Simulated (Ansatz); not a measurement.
# Work function of K(111): what the settings cost and change, part 2 of 2

Aim: the numerical settings behind the work function of K(111), with the cost of each.

Ansatz 0.2.0; plane-wave DFT, PBE, Ansatz PAW.

So far. Step 6 (Slab): The work function is 2.524 eV, +0.318 eV from the run “cutoff 420 eV”, at 0.14 times its CPU time. Step 7 (Run): The work function is 2.183 eV, -0.023 eV from the run “cutoff 420 eV”, at 0.19 times its CPU time.

## 8. Slab

Contents of input.yaml:

```yaml
crystal:
  lattice:
    - [7.3963369312, 0.0, 0.0]
    - [3.6981684656, 6.4054156774, 0.0]
    - [0.0, 0.0, 33.0977095393]
  atoms:
    - { symbol: K, position: [0.6666666667, 0.6666666667, 0.2719221398] }
    - { symbol: K, position: [0.0, 0.0, 0.3175377118] }
    - { symbol: K, position: [0.3333333333, 0.3333333333, 0.3631532839] }
    - { symbol: K, position: [0.6666666667, 0.6666666667, 0.4087688559] }
    - { symbol: K, position: [0.0, 0.0, 0.454384428] }
    - { symbol: K, position: [0.3333333333, 0.3333333333, 0.5] }
    - { symbol: K, position: [0.6666666667, 0.6666666667, 0.545615572] }
    - { symbol: K, position: [0.0, 0.0, 0.5912311441] }
    - { symbol: K, position: [0.3333333333, 0.3333333333, 0.6368467161] }
    - { symbol: K, position: [0.6666666667, 0.6666666667, 0.6824622882] }
    - { symbol: K, position: [0.0, 0.0, 0.7280778602] }
kpoints:
  mp_grid: { grid: [5, 5, 1] }
hamiltonian:
  xc: pbe
scf:
  occupations: { method: fermi_dirac, width: 0.1 }
  convergence: { dr2_threshold: 1.0e-09 }
efield:
  axis: 3
  dipole_correction: true
  ramp_position: 0.97
  ramp_width: 0.06
output:
  write_potential: true
  write_density: true
  volumetric_format: npy
```

Started as:

```sh
$ ansatz run input.yaml --threads 2 --pin off --max-ram 3072MiB --backend cpu --events-out ev --progress --plain --runs-dir out
```

Numbers of over 12 decimals in the logs are rounded to 6 here.

What it wrote:

```text
[...]
Crystal: 11 atoms, lattice volume = 1568.057 Å³
Basis set: ecut = 420 eV, 30747 PW (Γ)
Bands: 61, of which v1, the nominal top of the filled ones, is band 50 counted from 1 (49 counted from 0)
Symmetry: 6 space group operations
k-points: 5 of 25 (time reversal used)
[...]
k-point 1: bands = [... 46 lower, -1.1948, -0.5546, 0.1253, 0.2056, 0.4590, 0.7748, 0.8012, 0.8213, ... 7 higher]
  k-point 2: bands = [... 46 lower, -0.7884, -0.7276, -0.4889, -0.1324, -0.0145, 0.4572, 0.5075, 0.6273, ... 7 higher]
  k-point 4: bands = [... 46 lower, -0.8191, -0.7476, -0.3599, -0.3533, -0.2334, -0.0651, 0.2093, 0.3745, ... 7 higher]
[key lines of the parts left out:]
SCF converged after 10 iterations
Free energy (F): -16914.955793 eV
Fermi energy:    -0.127372 eV
Dipole field:    D = -0.000000 V/Å  (p = -0.000003 e·Å, saw-weighted, corrected)
Work function:   Φ+ = 2.2147 eV   Φ− = 2.2147 eV
```

Elapsed: 2.8 min, on 2 threads of Arm Neoverse N1, shared host; peak memory 1.6 GiB; 2.8 min of CPU time.

The work function is 2.215 eV, +0.009 eV from the run “cutoff 420 eV”, at 0.67 times its CPU time.

## 9. Slab

input.yaml, as its differences from that of step 8:

```diff
@@ -18,3 +18,3 @@
 kpoints:
-  mp_grid: { grid: [5, 5, 1] }
+  mp_grid: { grid: [10, 10, 1] }
 hamiltonian:
```

What it wrote:

```text
[...]
Crystal: 11 atoms, lattice volume = 1568.057 Å³
Basis set: ecut = 420 eV, 30747 PW (Γ)
Bands: 61, of which v1, the nominal top of the filled ones, is band 50 counted from 1 (49 counted from 0)
Symmetry: 6 space group operations
k-points: 14 of 100 (time reversal used)
[...]
k-point 1: bands = [... 46 lower, -1.3130, -0.6627, 0.0297, 0.6897, 0.7216, 0.9404, 0.9569, 1.0421, ... 7 higher]
  k-point 2: bands = [... 46 lower, -1.1964, -0.5549, 0.1250, 0.2007, 0.4635, 0.7727, 0.7998, 0.8160, ... 7 higher]
  k-point 13: bands = [... 46 lower, -0.7573, -0.7362, -0.4880, -0.4078, -0.3385, -0.0316, 0.0862, 0.2495, ... 7 higher]
[key lines of the parts left out:]
SCF converged after 10 iterations
Free energy (F): -16914.972068 eV
Fermi energy:    -0.117035 eV
Dipole field:    D = -0.000000 V/Å  (p = -0.000002 e·Å, saw-weighted, corrected)
Work function:   Φ+ = 2.2050 eV   Φ− = 2.2050 eV
```

It took 5.5 min on 2 threads; peak memory 2.3 GiB.

The work function is 2.205 eV, -0.001 eV from the run “cutoff 420 eV”, at 1.8 times its CPU time.

## 10. Slab

input.yaml, as its differences from that of step 9:

```diff
@@ -18,3 +18,3 @@
 kpoints:
-  mp_grid: { grid: [10, 10, 1] }
+  mp_grid: { grid: [7, 7, 1] }
 hamiltonian:
@@ -22,3 +22,3 @@
 scf:
-  occupations: { method: fermi_dirac, width: 0.1 }
+  occupations: { method: gaussian, width: 0.05 }
   convergence: { dr2_threshold: 1.0e-09 }
```

What it wrote:

```text
[...]
Crystal: 11 atoms, lattice volume = 1568.057 Å³
Basis set: ecut = 420 eV, 30747 PW (Γ)
Bands: 61, of which v1, the nominal top of the filled ones, is band 50 counted from 1 (49 counted from 0)
Symmetry: 6 space group operations
k-points: 8 of 49 (time reversal used)
[...]
k-point 1: bands = [... 46 lower, -1.2653, -0.6178, 0.0711, 0.4968, 0.7288, 0.7536, 0.8896, 0.9356, ... 7 higher]
  k-point 2: bands = [... 46 lower, -1.0298, -0.4020, -0.2391, 0.0562, 0.2644, 0.4900, 0.6404, 0.7268, ... 7 higher]
  k-point 7: bands = [... 46 lower, -0.6941, -0.6738, -0.4418, -0.3877, -0.3365, 0.0319, 0.1489, 0.1821, ... 7 higher]
[key lines of the parts left out:]
SCF converged after 10 iterations
Free energy (F): -16914.836098 eV
Fermi energy:    -0.105451 eV
Dipole field:    D = 0.000000 V/Å  (p = 0.000003 e·Å, saw-weighted, corrected)
Work function:   Φ+ = 2.1829 eV   Φ− = 2.1829 eV
```

Elapsed: 3.4 min, on 2 threads; peak memory 1.8 GiB.

The work function is 2.183 eV, -0.023 eV from the run “cutoff 420 eV”, at 0.91 times its CPU time.

## 11. Slab

input.yaml, as its differences from that of step 10:

```diff
@@ -22,3 +22,3 @@
 scf:
-  occupations: { method: gaussian, width: 0.05 }
+  occupations: { method: methfessel_paxton, width: 0.2 }
   convergence: { dr2_threshold: 1.0e-09 }
```

What it wrote:

```text
[...]
Crystal: 11 atoms, lattice volume = 1568.057 Å³
Basis set: ecut = 420 eV, 30747 PW (Γ)
Bands: 61, of which v1, the nominal top of the filled ones, is band 50 counted from 1 (49 counted from 0)
Symmetry: 6 space group operations
k-points: 8 of 49 (time reversal used)
[...]
k-point 1: bands = [... 46 lower, -1.2611, -0.6143, 0.0736, 0.5072, 0.7310, 0.7577, 0.9003, 0.9455, ... 7 higher]
  k-point 2: bands = [... 46 lower, -1.0257, -0.3986, -0.2289, 0.0603, 0.2672, 0.4948, 0.6504, 0.7376, ... 7 higher]
  k-point 7: bands = [... 46 lower, -0.6845, -0.6634, -0.4381, -0.3835, -0.3320, 0.0364, 0.1533, 0.1859, ... 7 higher]
[key lines of the parts left out:]
SCF converged after 10 iterations
Free energy (F): -16914.828558 eV
Fermi energy:    -0.094748 eV
Dipole field:    D = 0.000000 V/Å  (p = 0.000002 e·Å, saw-weighted, corrected)
Work function:   Φ+ = 2.1659 eV   Φ− = 2.1660 eV
```

Wall time 3.4 min (2 threads); peak memory 1.8 GiB; 4.1 min of CPU time.

The work function is 2.166 eV, -0.040 eV from the run “cutoff 420 eV”, at 0.97 times its CPU time.

## 12. Slab

input.yaml, as its differences from that of step 11:

```diff
@@ -22,3 +22,3 @@
 scf:
-  occupations: { method: methfessel_paxton, width: 0.2 }
+  occupations: { method: fermi_dirac, width: 0.3 }
   convergence: { dr2_threshold: 1.0e-09 }
```

What it wrote:

```text
band count auto-derived: 79 (N_el = 99.0; filled up to band 50; 61 by the electrons, moments and atoms)
[...]
Crystal: 11 atoms, lattice volume = 1568.057 Å³
Basis set: ecut = 420 eV, 30747 PW (Γ)
Bands: 79, of which v1, the nominal top of the filled ones, is band 50 counted from 1 (49 counted from 0)
Symmetry: 6 space group operations
[...]
k-point 1: bands = [... 46 lower, -1.3342, -0.6796, 0.0140, 0.4289, 0.6677, 0.6814, 0.8216, 0.8668, ... 25 higher]
  k-point 2: bands = [... 46 lower, -1.0988, -0.4641, -0.3071, -0.0224, 0.2064, 0.4194, 0.5735, 0.6589, ... 25 higher]
  k-point 7: bands = [... 46 lower, -0.7620, -0.7428, -0.5148, -0.4618, -0.4151, -0.0354, 0.0775, 0.1193, ... 25 higher]
[key lines of the parts left out:]
SCF converged after 10 iterations
Free energy (F): -16916.162723 eV
Fermi energy:    -0.242710 eV
Dipole field:    D = -0.000000 V/Å  (p = -0.000003 e·Å, saw-weighted, corrected)
Work function:   Φ+ = 2.4203 eV   Φ− = 2.4203 eV
```

Wall time 4.3 min (2 threads); peak memory 2.1 GiB; 5.6 min of CPU time.

The work function is 2.420 eV, +0.214 eV from the run “cutoff 420 eV”, at 1.3 times its CPU time.

## 13. Slab

input.yaml, as its differences from that of step 12:

```diff
@@ -22,3 +22,3 @@
 scf:
-  occupations: { method: fermi_dirac, width: 0.3 }
+  occupations: { method: cold, width: 0.1 }
   convergence: { dr2_threshold: 1.0e-09 }
```

What it wrote:

```text
[...]
Crystal: 11 atoms, lattice volume = 1568.057 Å³
Basis set: ecut = 420 eV, 30747 PW (Γ)
Bands: 61, of which v1, the nominal top of the filled ones, is band 50 counted from 1 (49 counted from 0)
Symmetry: 6 space group operations
k-points: 8 of 49 (time reversal used)
[...]
k-point 1: bands = [... 46 lower, -1.2635, -0.6161, 0.0722, 0.5011, 0.7299, 0.7570, 0.8939, 0.9399, ... 7 higher]
  k-point 2: bands = [... 46 lower, -1.0281, -0.4003, -0.2349, 0.0597, 0.2657, 0.4923, 0.6444, 0.7312, ... 7 higher]
  k-point 7: bands = [... 46 lower, -0.6903, -0.6691, -0.4397, -0.3848, -0.3326, 0.0336, 0.1512, 0.1839, ... 7 higher]
[key lines of the parts left out:]
SCF converged after 10 iterations
Free energy (F): -16914.830841 eV
Fermi energy:    -0.101563 eV
Dipole field:    D = -0.000000 V/Å  (p = -0.000001 e·Å, saw-weighted, corrected)
Work function:   Φ+ = 2.1760 eV   Φ− = 2.1760 eV
```

The job ended after 3.1 min (2 threads; peak memory 1.8 GiB).

The work function is 2.176 eV, -0.030 eV from the run “cutoff 420 eV”, at 0.91 times its CPU time.

## 14. The series together

Times are for 2 threads of Arm Neoverse N1, shared host. Results by setting:

```csv
no.,setting,"work function, upper face (eV)",time,memory (GiB)
1,cutoff 200 eV,2.221,69 s,0.76
2,cutoff 300 eV,2.206,2.1 min,1.2
3,cutoff 420 eV,2.206,3.5 min,1.8
4,cutoff 600 eV,2.206,6.8 min,2.5
5,mesh 1x1,2.524,55 s,0.83
6,mesh 2x2,2.183,58 s,1.4
7,mesh 5x5,2.215,2.8 min,1.6
8,mesh 10x10,2.205,5.5 min,2.3
9,Gaussian smearing 0.05 eV,2.183,3.4 min,1.8
10,methfessel_paxton smearing 0.2 eV,2.166,3.4 min,1.8
11,fermi_dirac smearing 0.3 eV,2.420,4.3 min,2.1
12,cold smearing 0.1 eV,2.176,3.1 min,1.8
```

## 15. The same run with other settings

An input spoilt on purpose, to show how the run answers: it repeats the earlier run “cutoff 200 eV” with efield.axis from 3 to 1, and scf.max_iter set to 60; its output block differs too.

input.yaml, as its differences from that of step 13:

```diff
@@ -22,6 +22,7 @@
 scf:
-  occupations: { method: cold, width: 0.1 }
+  occupations: { method: fermi_dirac, width: 0.1 }
   convergence: { dr2_threshold: 1.0e-09 }
+  max_iter: 60
 efield:
-  axis: 3
+  axis: 1
   dipole_correction: true
@@ -29,2 +30,4 @@
   ramp_width: 0.06
+basis:
+  ecutwfc: "200 eV"
 output:
```

What it wrote:

```text
Warning: basis.ecutwfc = 200 eV is below the records' recommended 420 eV, and the density's cutoff is lower with it unless basis.ecutrho_ratio is high enough to keep the records' density cutoff: compare with a run at a higher cutoff
Engine: ansatz 0.2.0, aarch64-unknown-linux-gnu
Pseudopotentials: kind: paw
Pseudopotential: K, paw, valence charge 9, recommended cutoff 420 eV (normal), K.paw.azcp
Functional definition: PBE
  parameter kappa = 0.804
  parameter beta = 0.066725
  exchange = pbe_x(kappa = kappa, mu = beta*pi^2/3)
  correlation = pbe_c(beta = beta)
Crystal: 11 atoms, lattice volume = 1568.057 Å³
Basis set: ecut = 200 eV, 10151 PW (Γ)
Bands: 61, of which v1, the nominal top of the filled ones, is band 50 counted from 1 (49 counted from 0)
Symmetry: 2 space group operations
k-points: 16 of 49 (time reversal used)
Non-local potential: K, projectors of the file, l = 0: 3, l = 1: 2, l = 2: 2
PAW form: soft (Blöchl's): semilocal exchange-correlation on the pseudo side does not see the compensation charge
PAW one-centre angular grid: K, 110 points (default); XC on 64 Gauss nodes
Initial density: superposition of atomic densities (neutral atoms: chi_scale 0, normalization atom), corrected by the library's trained network
Initial wavefunctions: pseudopotential atomic-orbital guess
Functional: x = pbe(κ = 0.804, μ = 0.219515), c = pbe(β = 0.066725)
Error: efield: ion 1 (K) at fractional coordinate 0.0000 along the field axis lies inside the sawtooth ramp with 2 of the planes that the density is read on at each end, [0.9144, 0.0856] — the ramp must sit in vacuum (an ion there feels the fictitious reversed slope); set or move the ramp (efield.ramp_position / ramp_width) or move the geometry
```

Elapsed: 0.99 s, on 2 threads; peak memory 0.47 GiB.

The program refused the input before any cycle.

The program's message: “Error: efield: ion 1 (K) at fractional coordinate 0.0000 along the field axis lies inside the sawtooth ramp with 2 of the planes that the density is read on at each end, [0.9144, 0.0856] — the ramp mu …”

The fault put into the input: the field along an axis without vacuum.

## 16. Results

```yaml
work_function_cutoff_420_ev: 2.206 eV
work_function_cutoff_600_ev: 2.206 eV
work_function_mesh_1x1: 2.524 eV
work_function_methfessel_paxton_smearing_0p2_ev: 2.166 eV
```

The run at the highest cutoff gives 2.21 eV, and the settings tried spread the value from 2.17 to 2.52 eV. Against 600 eV, a cutoff of 200 eV is off by +0.014 eV. Against 600 eV, a cutoff of 420 eV is off by -0.000 eV. Against the finest mesh, 10 points along a, the coarser ones are off by +0.32 (1), -0.02 (2) and +0.01 (5) eV. The smearing schemes and widths spread it over 0.25 eV. The ladder's slabs use the tabulated experimental lattice constant (two decimals; a low-temperature value for the alkali metals).

[Logs are printed without paths, hosts, clocks, repeated set-up lines and the standing remarks that a program may print on its own settings, such as how far it seeks lower states.]

[Hosts, paths, dates, database ids (printed as entryN), source tags and the programs' standing remarks are cut or masked in the printed files.]

[Maps of the electrostatic potential energy from Ansatz leave out the sawtooth potential of an applied field or a dipole correction, so their vacuum need not be flat; planar profiles and work functions include it.]
